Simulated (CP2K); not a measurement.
The O K edge of formyl cation was computed by TDDFT (CP2K XAS_TDP, aug-cc-pVTZ, TDA) at these levels: PBE0, PBEh(45%), PBEh(45%) + GW2X and PBEh(60%). The first three lines of O2 (bonded to C) with a strength over 0.0015, energy in eV and strength:

```
run           first          second           third
  1  521.59 (0.083)  526.83 (0.010)  531.83 (0.006)
  2  529.14 (0.097)  535.61 (0.014)  540.25 (0.002)
  3  533.07 (0.096)  539.54 (0.014)  544.18 (0.002)
  4  534.73 (0.107)  542.04 (0.018)  545.46 (0.003)
```

**Question.** Which run is which?

Run 1: PBE0 (25 % exact exchange). Run 2: PBEh(45%) (45 % exact exchange). Run 3: PBEh(45%) + GW2X (45 % exact exchange). Run 4: PBEh(60%) (60 % exact exchange). Self-interaction lifts the core level, so the uncorrected lines rise with the share of exact exchange. The GW2X run keeps the spacings of its parent: 6.47 eV between the first two lines in run 3, 6.47 eV in run 2. Its shift is +3.93 eV, since the Kohn–Sham level at this share of exchange lies that far above the quasiparticle level.

[Banner, clock and machine lines of the logs are left out without a mark of their own.]

[Logs are printed without paths, hosts, clocks, repeated set-up lines and the standing remarks that a program may print on its own settings, such as how far it seeks lower states.]

[Hosts, paths, dates, database ids (printed as entryN), source tags and the programs' standing remarks are cut or masked in the printed files.]
